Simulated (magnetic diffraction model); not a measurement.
# Moment size from magnetic intensity in YbMgCr2

Space group Cmcm (no. 63), a = 4.1550 Å, b = 10.0250 Å, c = 7.2620 Å.

```csv
site,atom,x,y,z
4c,Yb,1/2,0.4324,1/4
8f,Cr,0,0.3554,0.9430
4c,Mg,0,0.2189,1/4
```

This is a made-up structure (elements placed in a structure type, unrelaxed), so the numbers test the method and describe no known phase.

Only Yb is taken to order (form factors of Yb3+); orders and moment sizes are assumed, and not adapted to the symmetry. Radiation: neutrons of λ = 1.8 Å, 3° to 60°; isotropic B of 0.6 Å² (Yb), 0.86 Å² (Cr) and 0.83 Å² (Mg). Simulated constant-wavelength pattern: nuclear and magnetic terms add, the magnetic one as |2.695 fm × Σ f S⊥ exp(2πi Q·r) exp(−B s²)|², summed over all Q at one angle with the factor 1/(sin²θ cos θ). For collinear order S is the moment m, which repeats by lattice and centring translations R with the sign exp(−2πi k·R). Free-ion form factors, Sears's scattering lengths of 1992, no absorption; a label names one of the reflections at its angle. The strongest nuclear line in the range is 100, and lines under 0.2 are left out.

In a first state the assumed order is k = (0 0 0), collinear moments along [110], 3.2 μB on Yb; signs + at (1/2, 0.4324, 1/4), + at (0, 0.0676, 3/4), with this pattern:

```csv
2θ (°),index,nuclear,magnetic
20.69,(0 2 0),0.8,1.5
25.20,(0 2 1),10.8,7.5
27.12,(1 1 0),25.2,16.6
28.70,(0 0 2),27.3,11.8
30.76,(1 1 1),2.2,5.5
35.65,(0 2 2),5.0,4.5
39.90,(1 1 2),94.6,16.6
40.44,(1 3 0),9.9,0.4
42.09,(0 4 0),1.5,0.0
43.08,(1 3 1),100.0,8.5
44.65,(0 4 1),46.4,2.0
48.77,(0 2 3),23.9,3.4
50.34,(1 3 2),4.5,0.7
51.34,(2 0 0),37.5,2.7
51.74,(0 4 2),5.7,0.0
52.15,(1 1 3),6.0,1.9
```
(The table stops after 16 lines; 5 more lie at higher angle.)

**Question.** Nearer the ordering temperature the line at 27.12° has total intensity 26.7 on the same scale, and all moments have shrunk alike. How large is the Yb moment?

The nuclear part, 25.2, stays, so the magnetic part is 1.5 against 16.6. It goes as m², so m = 3.2 × √(1.5/16.6) = 0.96 μB; the value used was 0.96 μB.

[Logs are printed without paths, hosts, clocks, repeated set-up lines and the standing remarks that a program may print on its own settings, such as how far it seeks lower states.]
